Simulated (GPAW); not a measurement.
# How Mo absorbs and reflects light

Aim: the dielectric function of Mo, and the optical constants that follow from it.

Method: DFT, PBE, plane-wave PAW (GPAW data sets), scalar-relativistic, RPA, optical limit, in GPAW 26.7.0.

## Step 1: The starting structure

The structure is cubic, space group Im-3m (No. 229). The conventional cell has a = 3.147 Å, b = 3.147 Å, c = 3.147 Å, α = 90.00°, β = 90.00°, γ = 90.00°. Nearest to Mo lie 8 Mo at 2.73 Å.

Structure file:

```cif
data_structure
_symmetry_space_group_name_H-M 'Im-3m'
_symmetry_Int_Tables_number 229
_cell_length_a 3.1468
_cell_length_b 3.1468
_cell_length_c 3.1468
_cell_angle_alpha 90.000
_cell_angle_beta 90.000
_cell_angle_gamma 90.000
_cell_volume 31.16
loop_
_atom_site_label
_atom_site_type_symbol
_atom_site_symmetry_multiplicity
_atom_site_Wyckoff_symbol
_atom_site_fract_x
_atom_site_fract_y
_atom_site_fract_z
_atom_site_occupancy
Mo1 Mo 2 a 0.00000 0.00000 0.00000 1
```

## Step 2: Dielectric function, RPA

Transitions between filled and empty bands, summed over the zone, give the optical response, so mesh, band count and broadening shape it.

The induced potential is part of this response.

df.py reads:

```python
from gpaw.response.df import DielectricFunction

df = DielectricFunction('full.gpw', frequencies={'type': 'nonlinear', 'domega0': 0.03, 'omega2': 8},
                        ecut=50,
                        eta=0.15,
                        nbands=18,
                        rate=0.05,
                        txt='df.txt')
for direction in ['x']:
    df.get_dielectric_function(xc='RPA', direction=direction, filename=f'df_{direction}.csv')
```

On the command line:

```sh
OMP_NUM_THREADS=1 python df.py
```

Numbers of over 12 decimals in the logs are rounded to 6 here.

The log of the run:

```text
Using integrator: PointIntegrator
NonLinearFrequencyDescriptor(from 0.000 to 99.342 eV, 540 points)
Nonperiodic BCs:  [False False False]
Using integrator: PointIntegrator
NonLinearFrequencyDescriptor(from 0.000 to 99.342 eV, 540 points)
Nonperiodic BCs:  [False False False]
Using integrator: PointIntegrator

Calculating chi0 body with:
    Ground state adapter containing:
    Number of spins: 1
    Number of kpoints: 10648
    Number of irreducible kpoints: 328
    Number of completely occupied states: 6
    Number of partially occupied states: 9

    Linear response parametrization:
    q_c: [0.0, 0.0, 0.0]
    Number of frequency points: 540
    Planewave cutoff: 50.0
    Number of bands: 18
    Number of planewaves: 13
    Broadening (eta): 0.15

Integrating chi0 body.

Symmetries of q_c:
    Direct symmetries (Uq -> q): 48
    Indirect symmetries (TUq -> q): 0
In total 48 allowed symmetries.

328 groups of equivalent kpoints. 96.919609% reduction.

Integral kind: spectral function

Calculating chi0 optical extensions with:
    Ground state adapter containing:
    Number of spins: 1
    Number of kpoints: 10648
    Number of irreducible kpoints: 328
    Number of completely occupied states: 6
    Number of partially occupied states: 9

    Linear response parametrization:
    Number of frequency points: 540
    Planewave cutoff: 50.0
    Number of bands: 18
    Number of planewaves: 13
    Broadening (eta): 0.15
Integrating chi0 head and wings.

Symmetries of q_c:
    Direct symmetries (Uq -> q): 48
    Indirect symmetries (TUq -> q): 0
In total 48 allowed symmetries.

328 groups of equivalent kpoints. 96.919609% reduction.

Integral kind: spectral function wings

Calculating drude chi0 with:
    Number of frequency points:540
    Plasma frequency decay rate: 0.05 eV

    Ground state adapter containing:
    Number of spins: 1
    Number of kpoints: 10648
    Number of irreducible kpoints: 328
    Number of completely occupied states: 6
    Number of partially occupied states: 9

Symmetries of q_c:
    Direct symmetries (Uq -> q): 48
    Indirect symmetries (TUq -> q): 0
In total 48 allowed symmetries.

328 groups of equivalent kpoints. 96.919609% reduction.

Integral kind: intraband
Plasma frequency:
[[6.66-0.j 0.  +0.j 0.  +0.j]
 [0.  +0.j 6.66-0.j 0.  +0.j]
 [0.  +0.j 0.  -0.j 6.66-0.j]]
```

It took 8.8 s on 1 thread of Intel Xeon Platinum 8559C (Emerald Rapids), shared host; peak memory 0.2 GiB.

This step gave:

| Item | Value |
| --- | --- |
| main peak of the optical conductivity above 1 eV, first axis | 4.175 eV |
| centre of weight of the strongest loss peak in the window | 10.56 eV |

Some rows of df_x.csv (energy; Re and Im without local fields; Re and Im with them):

```text
0.000000, 17789.614403, -0.000000, 17789.540365, -0.000000
0.460735, -164.600953, 55.576931, -164.674282, 55.568760
0.943989, -23.940633, 19.389151, -24.002253, 19.377975
1.451455, 5.702447, 19.733006, 5.647568, 19.726959
1.984998, 12.781198, 27.365554, 12.712128, 27.349304
2.546682, 2.340197, 22.263553, 2.314369, 22.251800
3.138794, 1.671037, 20.436832, 1.640052, 20.457932
3.763875, 0.314871, 22.390550, 0.280394, 22.429677
4.424758, -9.270659, 21.003296, -9.382676, 21.067646
5.124608, -10.394885, 11.809338, -10.508622, 11.821708
5.866977, -8.565097, 7.056516, -8.665625, 7.040063
6.655862, -5.780556, 3.798670, -5.861350, 3.782696
7.495775, -4.903014, 3.651316, -4.982309, 3.640460
8.391833, -3.184390, 1.528232, -3.255552, 1.515061
9.349861, -1.690662, 1.034501, -1.762495, 1.021572
10.376517, -0.372222, 0.845871, -0.433684, 0.833484
11.479449, 1.092557, 2.070456, 1.047780, 2.091567
12.667487, -0.087263, 2.368316, -0.190770, 2.432500
13.950874, -0.307548, 1.961767, -0.487425, 2.024217
```

Im ε, E ∥ x against photon energy; read off at these points:

```csv
photon energy (eV),"Im ε, E ∥ x"
0.500,47.0
0.750,27.4
1.000,17.2
1.250,18.3
1.500,20.0
1.750,21.5
2.000,27.8
2.206,32.1
2.250,31.9
2.500,22.8
2.750,24.2
2.819,25.0
3.000,21.5
3.250,20.7
3.500,21.6
3.750,22.5
4.000,23.7
4.156,25.1
4.250,24.2
4.500,19.9
4.750,16.0
5.000,13.1
5.250,10.7
5.500,8.90
5.750,7.63
6.000,6.20
6.250,4.89
6.500,4.26
6.750,3.60
7.000,3.64
7.250,4.45
7.500,3.63
7.750,2.74
8.000,2.04
8.250,1.71
8.500,1.52
8.750,1.37
9.000,1.14
9.250,1.05
9.500,0.964
9.750,0.873
10.000,0.823
10.250,0.898
10.500,0.786
10.750,0.893
11.000,1.17
11.250,1.59
11.500,2.15
11.750,2.63
12.000,2.75
12.250,2.91
12.500,2.58
12.750,2.42
13.000,2.58
13.250,2.38
13.500,2.20
13.750,2.11
```

Re ε, E ∥ x against photon energy:

```csv
photon energy (eV),"Re ε, E ∥ x"
0.5,-137
1.0,-17.8
1.5,6.73
2.0,12.5
2.5,1.15
3.0,0.318
3.5,1.96
4.0,-0.437
4.5,-9.74
5.0,-10.6
5.5,-9.50
6.0,-8.44
6.5,-6.46
7.0,-4.24
7.5,-4.98
8.0,-4.22
8.5,-3.00
9.0,-2.32
9.5,-1.56
10.0,-0.830
10.5,-0.232
11.0,0.625
11.5,1.05
12.0,0.529
12.5,-0.185
13.0,-0.197
13.5,-0.455
```

Reflectivity at normal incidence, E ∥ x against photon energy; read off at these points:

```csv
photon energy (eV),"reflectivity at normal incidence, E ∥ x (%)"
0.500,94.7
0.750,86.6
1.000,74.7
1.250,51.8
1.500,49.5
1.750,49.9
2.000,54.5
2.250,59.0
2.318,59.4
2.500,55.0
2.750,54.4
3.000,54.6
3.250,52.5
3.500,53.5
3.750,55.3
4.000,56.7
4.250,62.1
4.500,64.6
4.750,66.5
5.000,66.9
5.250,67.6
5.500,68.2
5.750,68.3
6.000,70.1
6.125,70.9
6.250,69.7
6.500,69.1
6.750,67.3
7.000,60.1
7.250,58.5
7.500,64.7
7.750,68.4
8.000,70.9
8.250,70.0
8.500,67.3
8.750,66.9
9.000,66.3
9.250,62.1
9.500,58.5
9.750,54.5
10.000,45.0
10.250,34.9
10.500,25.3
10.750,10.0
11.000,8.18
11.250,9.06
11.500,12.7
11.750,17.4
12.000,19.1
12.250,24.2
12.500,24.1
12.750,23.0
13.000,24.3
13.250,27.9
13.500,26.3
13.750,25.8
```

Table of refractive index n and extinction k by photon energy:

```csv
photon energy (eV),n,k
0.5,1.98,11.9
1.0,1.86,4.61
1.5,3.73,2.68
2.0,4.64,2.99
2.5,3.46,3.29
3.0,3.31,3.26
3.5,3.44,3.14
4.0,3.41,3.47
4.5,2.49,3.99
5.0,1.77,3.70
5.5,1.33,3.36
6.0,1.01,3.08
6.5,0.799,2.66
7.0,0.820,2.22
7.5,0.768,2.36
8.0,0.484,2.11
8.5,0.427,1.78
9.0,0.363,1.57
9.5,0.370,1.30
10.0,0.412,1.000
10.5,0.543,0.725
11.0,0.987,0.592
11.5,1.31,0.818
12.0,1.29,1.07
12.5,1.10,1.18
13.0,1.09,1.18
13.5,0.946,1.16
```

Values under 1 per cm are given as 1. The absorption coefficient, E ∥ x by photon energy:

```csv
photon energy (eV),"absorption coefficient, E ∥ x (1/cm)"
0.492,6.0e5
1.010,4.6e5
1.486,4.1e5
1.985,5.9e5
2.508,8.3e5
3.018,9.9e5
3.510,1.1e6
3.980,1.4e6
4.516,1.8e6
4.981,1.9e6
5.515,1.9e6
6.021,1.9e6
6.494,1.8e6
6.985,1.6e6
7.496,1.8e6
8.026,1.7e6
8.516,1.5e6
9.023,1.4e6
9.483,1.3e6
10.026,1.0e6
10.519,7.6e5
11.029,6.6e5
11.479,9.3e5
12.023,1.3e6
12.504,1.5e6
13.000,1.6e6
13.512,1.6e6
```

At chosen wavelengths:

```csv
wavelength (nm),n,k,R (%),1/α
1550,2.02,6.537,84.4,19 nm
532,3.91,3.787,59.3,11 nm
450,3.77,3.225,54.5,11 nm
405,3.29,3.152,53.6,10 nm
365,3.44,3.082,52.9,9.4 nm
308,3.42,3.529,57.2,6.9 nm
193,0.83,2.713,69.0,5.7 nm
```

A polished face would reflect 57 % of daylight and look light grey (CIE x = 0.313, y = 0.337 under D65).

## Step 3: Summary of results

```json
{
  "main peak of the optical conductivity above 1 eV, first axis": "4.18 eV",
  "centre of weight of the strongest loss peak in the window, first axis": "10.6 eV"
}
```

What this shows: At this level (PBE, RPA) Mo is a metal; it reflects 59 % at 550 nm. A polished face would reflect 57 % of daylight and look light grey (CIE x = 0.313, y = 0.337 under D65). The carriers' damping of 0.05 eV is typed, not computed; it shapes the response at the lowest energies. The sum runs over mesh points, so small or evenly spaced maxima can still be ripples of the mesh. In this version of GPAW the matrix elements of the optical limit are incomplete, which can lower ε − 1 by up to a tenth where first-row anions or d states rule, and shift it by more in d metals. GPAW's carrier term has the form −ωp²/(ω + i·rate)², which damps like twice the rate and fails at low energy, so the curves leave the lowest energies out.

[Machine, clock and banner lines and Python warnings are left out of the logs.]

[Logs are printed without paths, hosts, clocks, repeated set-up lines and the standing remarks that a program may print on its own settings, such as how far it seeks lower states.]

[Hosts, paths, dates, database ids (printed as entryN), source tags and the programs' standing remarks are cut or masked in the printed files.]
